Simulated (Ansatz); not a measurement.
# La on Pd(100): change of the work function

Aim: the work function of Pd(100) at several coverages of La (bridge site), and the dipole that each adsorbate carries.

Method: plane-wave DFT, PBE, Ansatz PAW, in Ansatz 0.2.0.

### 1. Set-up

The cell holds 4 atoms: 4 Pd. Cell: a = 2.751 Å, b = 2.751 Å, c = 23.835 Å, α = 90.0°, β = 90.0°, γ = 90.0°. Vacuum lies along c.

As a file:

```cif
data_structure
_symmetry_space_group_name_H-M 'P 1'
_symmetry_Int_Tables_number 1
_cell_length_a 2.7506
_cell_length_b 2.7506
_cell_length_c 23.8350
_cell_angle_alpha 90.000
_cell_angle_beta 90.000
_cell_angle_gamma 90.000
_cell_volume 180.34
loop_
_atom_site_label
_atom_site_type_symbol
_atom_site_fract_x
_atom_site_fract_y
_atom_site_fract_z
_atom_site_occupancy
Pd1 Pd 0.50000 0.50000 0.37760 1
Pd2 Pd 0.00000 0.00000 0.45920 1
Pd3 Pd 0.50000 0.50000 0.54080 1
Pd4 Pd 0.00000 0.00000 0.62240 1
```

### 2. The clean slab

The bare slab comes first, as the zero from which every change is counted. The two lowest layers are held at bulk places and the upper ones relax. The dipole correction removes the false field that a one-sided slab makes across the periodic vacuum, so each face gets a flat vacuum level of its own.

input.yaml reads:

```yaml
crystal:
  lattice:
    - [2.7506453788, 0.0, 0.0]
    - [0.0, 2.7506453788, 0.0]
    - [0.0, 0.0, 23.835]
  atoms:
    - { symbol: Pd, position: [0.5, 0.5, 0.3775959723] }
    - { symbol: Pd, position: [0.0, 0.0, 0.4591986574] }
    - { symbol: Pd, position: [0.5, 0.5, 0.5408013426] }
    - { symbol: Pd, position: [0.0, 0.0, 0.6224040277] }
kpoints:
  mp_grid: { grid: [11, 11, 1] }
hamiltonian:
  xc: pbe
scf:
  occupations: { method: fermi_dirac, width: 0.1 }
  convergence: { dr2_threshold: 1.0e-08 }
efield:
  axis: 3
  dipole_correction: true
  ramp_position: 0.97
  ramp_width: 0.06
relax:
  f_tol: 0.02
  max_steps: 60
  constraints: [{ sites: [0, 1] }]
output:
  write_potential: true
  write_density: true
  volumetric_format: npy
```

The run is started by

```console
> ansatz run input.yaml --threads 4 --pin off --max-ram 12288MiB --backend cpu --events-out ev --progress --plain --runs-dir out
```

Numbers of over 12 decimals in the logs are rounded to 6 here.

The program printed:

```text
Engine: ansatz 0.2.0, aarch64-unknown-linux-gnu
Pseudopotentials: kind: paw
Pseudopotential: Pd, paw, valence charge 18, recommended cutoff 420 eV (normal), Pd.paw.azcp
Functional definition: PBE
  parameter kappa = 0.804
  parameter beta = 0.066725
  exchange = pbe_x(kappa = kappa, mu = beta*pi^2/3)
  correlation = pbe_c(beta = beta)
Crystal: 4 atoms, lattice volume = 180.337 Å³
Basis set: ecut = 420 eV, 3579 PW (Γ), exchange–correlation on 40×40×320 points (8 copies of the dense FFT grid, shifted against one another)
Bands: 44, of which v1, the nominal top of the filled ones, is band 36 counted from 1 (35 counted from 0)
Symmetry: 8 space group operations
k-points: 21 of 121
Non-local potential: Pd, projectors of the file, l = 0: 2, l = 1: 2, l = 2: 2, l = 3: 1
PAW form: soft (Blöchl's): semilocal exchange-correlation on the pseudo side does not see the compensation charge
PAW one-centre angular grid: Pd, 590 points (default); XC on 64 Gauss nodes
Initial density: superposition of atomic densities (neutral atoms: chi_scale 0, normalization atom), corrected by the library's trained network
Initial wavefunctions: pseudopotential atomic-orbital guess
Functional: x = pbe(κ = 0.804, μ = 0.219515), c = pbe(β = 0.066725)
SCF iter   1: F=—  HF=-27890.100199 eV  |F-HF|=—  |Δ(HF+E_count)|=         —  Δρ=8.21e-3  dr2=7.83e-1  ethr=1.77e-3  p=0.000 e·Å  D=1.08e-13 V/Å  ΔV_dip=-0.00 eV  dr2_dipole=9.41e-8  V_vac-E_F(+/−)=4.79/4.79 eV  ⟨swp⟩=8.6  Hψ=4200  notcnv=0  defer=8
efield: sawtooth ramp at fractional position 0.9700 (set: `efield.ramp_position`, or a place that a band, a saddle search or an elastic batch's reference lends), width 0.0600; the density the first Hamiltonian is built on has a dipole p = 0.000 e·Å; the dipole correction subtracts the counter field D = 1.08e-13 V/Å, which shifts the + side's vacuum level by -0.00 eV against the − side's; the planar-averaged density in the ramp window peaks in size at 7.1e-6 e/Å³
preconditioner: auto → LDOS  [metal: Δε(μ)=0.013 eV  Ē_g=7.035 eV  σ=0.100 eV  W_gap=0.03  n_scr=28 (ndim 8)  ℏωp=17.5 eV  f_vac=0.617  D(μ)=8.06/eV (n_scr^D=72)  β→1.0]
SCF iter   2: F=—  HF=-27890.084058 eV  |F-HF|=—  |Δ(HF+E_count)|=   1.61e-2  Δρ=7.04e-3  dr2=1.29e-1  ethr=1.09e-3  p=0.000 e·Å  D=1.61e-5 V/Å  ΔV_dip=-0.00 eV  dr2_dipole=1.69e-7  V_vac-E_F(+/−)=5.14/5.14 eV  ⟨swp⟩=2.7  Hψ=1230  notcnv=0  defer=26
SCF iter   3: F=—  HF=-27890.071524 eV  |F-HF|=—  |Δ(HF+E_count)|=   1.25e-2  Δρ=2.89e-3  dr2=7.72e-2  ethr=1.80e-4  p=0.000 e·Å  D=3.33e-6 V/Å  ΔV_dip=-0.00 eV  dr2_dipole=1.22e-8  V_vac-E_F(+/−)=5.03/5.03 eV  ⟨swp⟩=2.2  Hψ=1422  notcnv=0  defer=26
SCF iter   4: F=—  HF=-27890.069106 eV  |F-HF|=—  |Δ(HF+E_count)|=   2.42e-3  Δρ=7.04e-4  dr2=1.47e-3  ethr=1.07e-4  p=0.000 e·Å  D=1.04e-6 V/Å  ΔV_dip=-0.00 eV  dr2_dipole=3.66e-9  V_vac-E_F(+/−)=5.09/5.09 eV  ⟨swp⟩=1.7  Hψ=928  notcnv=0  defer=26
SCF iter   5: F=—  HF=-27890.069467 eV  |F-HF|=—  |Δ(HF+E_count)|=   3.61e-4  Δρ=2.45e-4  dr2=9.01e-5  ethr=2.05e-6  p=0.000 e·Å  D=2.98e-6 V/Å  ΔV_dip=-0.00 eV  dr2_dipole=3.10e-9  V_vac-E_F(+/−)=5.10/5.10 eV  ⟨swp⟩=2.0  Hψ=1383  notcnv=0  defer=26
SCF iter   6: F=—  HF=-27890.069652 eV  |F-HF|=—  |Δ(HF+E_count)|=   1.85e-4  Δρ=4.93e-5  dr2=6.36e-6  ethr=1.25e-7  p=0.000 e·Å  D=2.56e-7 V/Å  ΔV_dip=-0.00 eV  dr2_dipole=1.05e-10  V_vac-E_F(+/−)=5.09/5.09 eV  ⟨swp⟩=2.0  Hψ=1394  notcnv=0  defer=26
SCF iter   7: F=—  HF=-27890.069653 eV  |F-HF|=—  |Δ(HF+E_count)|=   6.59e-7  Δρ=2.18e-5  dr2=1.13e-6  ethr=8.83e-9  p=0.000 e·Å  D=2.07e-7 V/Å  ΔV_dip=-0.00 eV  dr2_dipole=4.90e-12  V_vac-E_F(+/−)=5.09/5.09 eV  ⟨swp⟩=2.8  Hψ=1609  notcnv=0  defer=26
SCF iter   8: F=—  HF=-27890.069653 eV  |F-HF|=—  |Δ(HF+E_count)|=   2.72e-7  Δρ=7.13e-6  dr2=1.40e-7  ethr=1.57e-9  p=0.000 e·Å  D=7.15e-8 V/Å  ΔV_dip=-0.00 eV  dr2_dipole=3.57e-13  V_vac-E_F(+/−)=5.09/5.09 eV  ⟨swp⟩=2.5  Hψ=1586  notcnv=0  defer=26
SCF iter   9: F=—  HF=-27890.069653 eV  |F-HF|=—  |Δ(HF+E_count)|=   1.32e-7  Δρ=2.66e-6  dr2=1.07e-8  ethr=1.94e-10  p=-0.000 e·Å  D=-2.17e-8 V/Å  ΔV_dip=0.00 eV  dr2_dipole=4.96e-13  V_vac-E_F(+/−)=5.09/5.09 eV  ⟨swp⟩=2.1  Hψ=1357  notcnv=0  defer=26
SCF iter  10: F=-27890.069653 eV  HF=-27890.069653 eV  |F-HF|=1.04e-8  |Δ(HF+E_count)|=   7.48e-8  Δρ=6.03e-7  dr2=5.84e-10  ethr=1.39e-11  p=-0.000 e·Å  D=-3.41e-9 V/Å  ΔV_dip=0.00 eV  dr2_dipole=1.19e-13  V_vac-E_F(+/−)=5.09/5.09 eV  ⟨swp⟩=9.1  Hψ=6022  notcnv=0
SCF 1 converged in 10 iterations: F = -27890.069653 eV  dr2 = 5.84e-10
  greatest PAW one-centre occupation: 0.999 electrons in one spin orbital (limit 2), on the Pd atom at site 3 (counted from 0), in its partial waves of l = 0
relax step   1: F+E_penalty+E_count = -27890.06965335 eV  Δ(F+E_penalty+E_count) = +0.000e0 eV  max|allowed force component| = 2.005e-1 eV/Å  Δτ_max = 0.0000 Å  (10 SCF iters, accepted)
Initial density: handed on by an earlier stage of this run
Initial wavefunctions: those handed on with the density
iter 1 solved again at ethr=1.93e-4 eV; its pass at ethr=3.10e-3 eV (dr2=1.39e-1 eV) is discarded
SCF iter   1: F=—  HF=-27890.110763 eV  |F-HF|=—  |Δ(HF+E_count)|=         —  Δρ=8.18e-3  dr2=1.58e-1  ethr=1.93e-4  p=-0.000 e·Å  D=-2.79e-7 V/Å  ΔV_dip=0.00 eV  dr2_dipole=7.53e-3  V_vac-E_F(+/−)=5.12/5.12 eV  ⟨swp⟩=2.0  Hψ=3630  notcnv=0  defer=25
efield: sawtooth ramp at fractional position 0.9700 (set: `efield.ramp_position`, or a place that a band, a saddle search or an elastic batch's reference lends), width 0.0600; the density the first Hamiltonian is built on has a dipole p = -0.000 e·Å; the dipole correction subtracts the counter field D = -2.79e-7 V/Å, which shifts the + side's vacuum level by +0.00 eV against the − side's; the planar-averaged density in the ramp window peaks in size at 2.3e-6 e/Å³
eigensolver tolerance schedule calibrated: the retry pair's looser diagonalisation under-reported the residual by θ = 0.12 (0.10/decade); ethr = c·dr2/N_el runs at the constant in force after the calibration composes with the one it found (an armed cap, an earlier calibration), c = 9.5e-2
preconditioner: auto → LDOS  [metal: Δε(μ)=0.018 eV  Ē_g=7.176 eV  σ=0.100 eV  W_gap=0.05  n_scr=28 (ndim 8)  ℏωp=17.5 eV  f_vac=0.612  D(μ)=8.11/eV (n_scr^D=72)  β→1.0]
SCF iter   2: F=—  HF=-27890.114999 eV  |F-HF|=—  |Δ(HF+E_count)|=   4.24e-3  Δρ=6.17e-3  dr2=1.85e-1  ethr=1.93e-4  p=0.010 e·Å  D=9.68e-3 V/Å  ΔV_dip=-0.23 eV  dr2_dipole=2.68e-2  V_vac-E_F(+/−)=4.87/5.10 eV  ⟨swp⟩=2.6  Hψ=1712  notcnv=0  defer=25
[...]
SCF iter   8: F=—  HF=-27890.081324 eV  |F-HF|=—  |Δ(HF+E_count)|=   1.51e-5  Δρ=2.36e-5  dr2=3.51e-6  ethr=2.11e-8  p=-0.000 e·Å  D=-1.80e-4 V/Å  ΔV_dip=0.00 eV  dr2_dipole=6.78e-8  V_vac-E_F(+/−)=5.11/5.10 eV  ⟨swp⟩=1.6  Hψ=960  notcnv=0  defer=26
SCF iter   9: F=—  HF=-27890.081327 eV  |F-HF|=—  |Δ(HF+E_count)|=   3.82e-6  Δρ=7.43e-6  dr2=2.66e-7  ethr=4.66e-9  p=-0.000 e·Å  D=-1.86e-4 V/Å  ΔV_dip=0.00 eV  dr2_dipole=7.70e-9  V_vac-E_F(+/−)=5.11/5.10 eV  ⟨swp⟩=1.7  Hψ=1059  notcnv=0  defer=26
SCF iter  10: F=—  HF=-27890.081328 eV  |F-HF|=—  |Δ(HF+E_count)|=   2.53e-7  Δρ=2.37e-6  dr2=3.82e-8  ethr=3.52e-10  p=-0.000 e·Å  D=-1.85e-4 V/Å  ΔV_dip=0.00 eV  dr2_dipole=1.97e-9  V_vac-E_F(+/−)=5.11/5.10 eV  ⟨swp⟩=1.9  Hψ=1214  notcnv=0  defer=26
SCF iter  11: F=-27890.081328 eV  HF=-27890.081328 eV  |F-HF|=3.00e-9  |Δ(HF+E_count)|=   2.81e-8  Δρ=1.00e-6  dr2=3.92e-9  ethr=1.33e-11  p=-0.000 e·Å  D=-1.84e-4 V/Å  ΔV_dip=0.00 eV  dr2_dipole=1.41e-11  V_vac-E_F(+/−)=5.11/5.10 eV  ⟨swp⟩=9.3  Hψ=6082  notcnv=0
SCF 2 converged in 11 iterations: F = -27890.081328 eV  dr2 = 3.92e-9
  greatest PAW one-centre occupation: 0.999 electrons in one spin orbital (limit 2), on the Pd atom at site 0 (counted from 0), in its partial waves of l = 0
relax step   2: F+E_penalty+E_count = -27890.08132776 eV  Δ(F+E_penalty+E_count) = -1.167e-2 eV  max|allowed force component| = 6.613e-2 eV/Å  Δτ_max = 0.1300 Å  (11 SCF iters, accepted)
SCF iter   1: F=—  HF=-27890.084827 eV  |F-HF|=—  |Δ(HF+E_count)|=         —  Δρ=2.33e-3  dr2=2.70e-2  ethr=1.35e-4  p=-0.000 e·Å  D=-1.84e-4 V/Å  ΔV_dip=0.00 eV  dr2_dipole=5.22e-3  V_vac-E_F(+/−)=5.10/5.09 eV  ⟨swp⟩=3.2  Hψ=1970  notcnv=0  defer=26
efield: sawtooth ramp at fractional position 0.9700 (set: `efield.ramp_position`, or a place that a band, a saddle search or an elastic batch's reference lends), width 0.0600; the density the first Hamiltonian is built on has a dipole p = -0.000 e·Å; the dipole correction subtracts the counter field D = -1.84e-4 V/Å, which shifts the + side's vacuum level by +0.00 eV against the − side's; the planar-averaged density in the ramp window peaks in size at 9.5e-7 e/Å³
preconditioner: auto → LDOS  [metal: Δε(μ)=0.006 eV  Ē_g=7.143 eV  σ=0.100 eV  W_gap=0.01  n_scr=28 (ndim 8)  ℏωp=17.5 eV  f_vac=0.612  D(μ)=8.11/eV (n_scr^D=72)  β→1.0]
SCF iter   2: F=—  HF=-27890.084505 eV  |F-HF|=—  |Δ(HF+E_count)|=   3.22e-4  Δρ=1.57e-3  dr2=1.23e-2  ethr=3.75e-5  p=-0.002 e·Å  D=-2.28e-3 V/Å  ΔV_dip=0.05 eV  dr2_dipole=1.91e-3  V_vac-E_F(+/−)=5.16/5.10 eV  ⟨swp⟩=2.0  Hψ=1605  notcnv=0  defer=26
SCF iter   3: F=—  HF=-27890.082618 eV  |F-HF|=—  |Δ(HF+E_count)|=   1.89e-3  Δρ=5.35e-4  dr2=1.42e-3  ethr=1.71e-5  p=0.000 e·Å  D=1.73e-4 V/Å  ΔV_dip=-0.00 eV  dr2_dipole=1.44e-4  V_vac-E_F(+/−)=5.10/5.10 eV  ⟨swp⟩=2.0  Hψ=1401  notcnv=0  defer=26
SCF iter   4: F=—  HF=-27890.082462 eV  |F-HF|=—  |Δ(HF+E_count)|=   1.56e-4  Δρ=1.64e-4  dr2=7.29e-5  ethr=1.97e-6  p=-0.000 e·Å  D=-4.63e-5 V/Å  ΔV_dip=0.00 eV  dr2_dipole=8.33e-6  V_vac-E_F(+/−)=5.10/5.10 eV  ⟨swp⟩=2.0  Hψ=1289  notcnv=0  defer=26
SCF iter   5: F=—  HF=-27890.082513 eV  |F-HF|=—  |Δ(HF+E_count)|=   5.10e-5  Δρ=3.43e-5  dr2=8.78e-6  ethr=1.01e-7  p=-0.000 e·Å  D=-1.04e-4 V/Å  ΔV_dip=0.00 eV  dr2_dipole=2.83e-6  V_vac-E_F(+/−)=5.10/5.10 eV  ⟨swp⟩=2.6  Hψ=1489  notcnv=0  defer=26
SCF iter   6: F=—  HF=-27890.082511 eV  |F-HF|=—  |Δ(HF+E_count)|=   2.35e-6  Δρ=1.63e-5  dr2=6.87e-7  ethr=1.22e-8  p=-0.000 e·Å  D=-1.01e-4 V/Å  ΔV_dip=0.00 eV  dr2_dipole=5.16e-8  V_vac-E_F(+/−)=5.10/5.10 eV  ⟨swp⟩=1.5  Hψ=1017  notcnv=0  defer=26
SCF iter   7: F=—  HF=-27890.082511 eV  |F-HF|=—  |Δ(HF+E_count)|=   5.42e-7  Δρ=8.26e-6  dr2=2.47e-7  ethr=9.54e-10  p=-0.000 e·Å  D=-1.19e-4 V/Å  ΔV_dip=0.00 eV  dr2_dipole=1.59e-9  V_vac-E_F(+/−)=5.10/5.10 eV  ⟨swp⟩=1.7  Hψ=1075  notcnv=0  defer=26
SCF iter   8: F=—  HF=-27890.082511 eV  |F-HF|=—  |Δ(HF+E_count)|=   1.20e-8  Δρ=3.59e-6  dr2=7.74e-8  ethr=3.44e-10  p=-0.000 e·Å  D=-1.33e-4 V/Å  ΔV_dip=0.00 eV  dr2_dipole=5.05e-10  V_vac-E_F(+/−)=5.10/5.10 eV  ⟨swp⟩=1.1  Hψ=904  notcnv=0  defer=26
SCF iter   9: F=-27890.082511 eV  HF=-27890.082511 eV  |F-HF|=1.42e-8  |Δ(HF+E_count)|=   2.15e-8  Δρ=1.75e-6  dr2=8.26e-9  ethr=1.39e-11  p=-0.000 e·Å  D=-1.33e-4 V/Å  ΔV_dip=0.00 eV  dr2_dipole=1.51e-11  V_vac-E_F(+/−)=5.10/5.10 eV  ⟨swp⟩=8.2  Hψ=6325  notcnv=0
SCF 3 converged in 9 iterations: F = -27890.082511 eV  dr2 = 8.26e-9
relax step   3: F+E_penalty+E_count = -27890.08251139 eV  Δ(F+E_penalty+E_count) = -1.184e-3 eV  max|allowed force component| = 2.316e-3 eV/Å  Δτ_max = 0.0327 Å  (9 SCF iters, accepted)
NSCF: frozen V_eff on 21 k-points
the band table was solved once a step of the walk had ended and its energy, with any forces and stress, was formed, with the checks that follow a solve (5162 applications of the Hamiltonian). They found nothing against the state; the energy, forces and stress were not computed again (output.eigenvalues in the input reference)
WARN: The input density's exchange-correlation potential varies sharply where the density is thin. Do not read a vacuum level from v_tot or v_xc, or from such a field of the output density. On a cell that repeats whose density bears no net charge and no dipole along the vacuum's axis use v_es (v_loc + v_h of the components); under efield.dipole_correction with no amplitude use v_es + v_field, which holds any external [...]
SCF converged after 9 iterations
Free energy (F): -27890.082511 eV
Harris-Foulkes:  -27890.082511 eV  (|F-HF|=1.42e-8)
Internal energy: -27889.825125 eV  (E = F + TS)
E sigma→0 (E₀):  -27889.953818 eV
Entropy (-TS):   -0.257386 eV (-64.347 meV/atom)
Fermi energy:    3.056890 eV
Dipole field:    D = -0.000128 V/Å  (p = -0.000127 e·Å, saw-weighted, corrected)
Work function:   Φ+ = 5.1043 eV   Φ− = 5.1013 eV
Levels:          The Fermi level and band energies are counted from a zero that moves with the ramp; work functions are not
--- Per-component energies (eV) ---
  E_band       = -1731.108540
  E_kinetic    = 2053.375063
  E_local      = -119246.367240  (includes V_loc(G=0)·N_el)
  E_nonlocal   = 870.754065
  E_hartree    = 58376.764909
  E_xc         = -671.926310
  E_vxc        = -842.552198  (∫ρ·V_xc dr)
  E_paw        = -15002.313891  (= ΣΔE_a)
  E_vpaw       = -1319.837397  (= ΣTr[D̂ρ^β])
  E_aug_tail   = 0.000880  (compensation charges beyond the density's cutoff)
  E_efield     = 0.000000  (sawtooth field / dipole correction)
  E_vefield    = 0.000362  (∫n·V_field dr)
  E_ewald      = 45729.887397
  E_smearing   = -0.257386  (= −TS)
  E_closure    = -0.000000  (closes the sum)
  Σ components = -27890.082511   (vs F -27890.082511, Δ=0.00e0)
--- Forces (eV/Å), atoms counted from 1 ---
  atom   1  Pd    -0.00000000     0.00000000    -0.18792898
  atom   2  Pd     0.00000000     0.00000000     0.18365842
  atom   3  Pd     0.00000000     0.00000000     0.00231618
  atom   4  Pd     0.00000000     0.00000000     0.00198807
  max |Σ_I F_I| component: 3.37e-5 eV/Å
--- Band table (eV; the first three rows and the last of 21) ---
  k-point 0: bands = [... 32 lower, 2.4691, 2.5271, 2.5271, 2.9198, 3.0495, 3.1533, 3.1533, 4.1603, ... 4 higher]
  k-point 1: bands = [... 32 lower, 2.2537, 2.2677, 2.7047, 2.7875, 2.9094, 2.9680, 3.1910, 4.5967, ... 4 higher]
  k-point 2: bands = [... 32 lower, 1.9790, 2.1076, 2.5826, 2.6164, 2.9631, 3.1693, 3.2981, 5.4608, ... 4 higher]
  k-point 20: bands = [... 32 lower, 3.2075, 3.2851, 3.5512, 3.6043, 7.0416, 7.8978, 9.1471, 10.0848, ... 4 higher]
--- Relaxed structure (3 steps of the walk, 3 accepted, 0 SCFs on fresh bases) ---
  F+E_penalty+E_count = -27890.08251139 eV   max|allowed force component| = 2.316e-3 eV/Å
  atoms:
    - { symbol: Pd, position: [0.5, 0.5, 0.377596] }
    - { symbol: Pd, position: [0.0, 0.0, 0.459199] }
    - { symbol: Pd, position: [0.5, 0.5, 0.543317] }
    - { symbol: Pd, position: [0, 0.0, 0.626484] }
```

Wall time 16 s (4 threads of Arm Neoverse V1, shared host); peak memory 0.5 GiB; 59 s of CPU time.

The steps of the relaxation:

```tsv
step	energy less that of the first step (eV)	largest force component (eV/Å)
1	0.0000	0.2005
2	-0.0117	0.0661
3	-0.0129	0.0023
```

The run keeps the 8 symmetry operations that it works with, so distortions that break them were not tested.

The atoms that moved most (Å):

```tsv
atom	dx	dy	dz	length
Pd4	0.000	0.000	0.097	0.097
Pd3	0.000	0.000	0.060	0.060
```

Numbers from this step:

* energy at zero smearing: -27889.9538 eV
* work function, upper face: 5.104 eV
* dipole along the normal: -1.27e-4 e·Å

Running mean over 1.945 Å of the planar mean; the ramp of the sawtooth is left out. Table of electron's electrostatic potential energy less the Fermi level by z:

```tsv
z (Å)	electron's electrostatic potential energy less the Fermi level (eV)
3.0	5.10
3.5	5.10
4.0	5.10
4.5	5.10
5.0	5.10
5.5	5.09
6.0	5.06
6.5	4.95
7.0	4.54
7.5	2.71
8.0	-1.67
8.5	-6.20
9.0	-8.07
9.5	-8.40
10.0	-8.46
10.5	-8.51
11.0	-8.49
11.5	-8.20
12.0	-8.02
12.5	-8.25
13.0	-8.43
13.5	-8.22
14.0	-8.05
14.5	-8.14
15.0	-7.89
15.5	-5.70
16.0	-0.965
16.5	3.12
17.0	4.64
17.5	4.98
18.0	5.07
18.5	5.10
19.0	5.10
19.5	5.10
20.0	5.10
20.5	5.10
```

The relaxation took 3 steps and lowered the energy by 0.013 eV; the largest force on the free atoms ends at 0.0023 eV/Å.

The work function of the upper face is 5.10 eV.

[end of part 1 of 5]

[Logs are printed without paths, hosts, clocks, repeated set-up lines and the standing remarks that a program may print on its own settings, such as how far it seeks lower states.]

[Hosts, paths, dates, database ids (printed as entryN), source tags and the programs' standing remarks are cut or masked in the printed files.]

[Maps of the electrostatic potential energy from Ansatz leave out the sawtooth potential of an applied field or a dipole correction, so their vacuum need not be flat; planar profiles and work functions include it.]
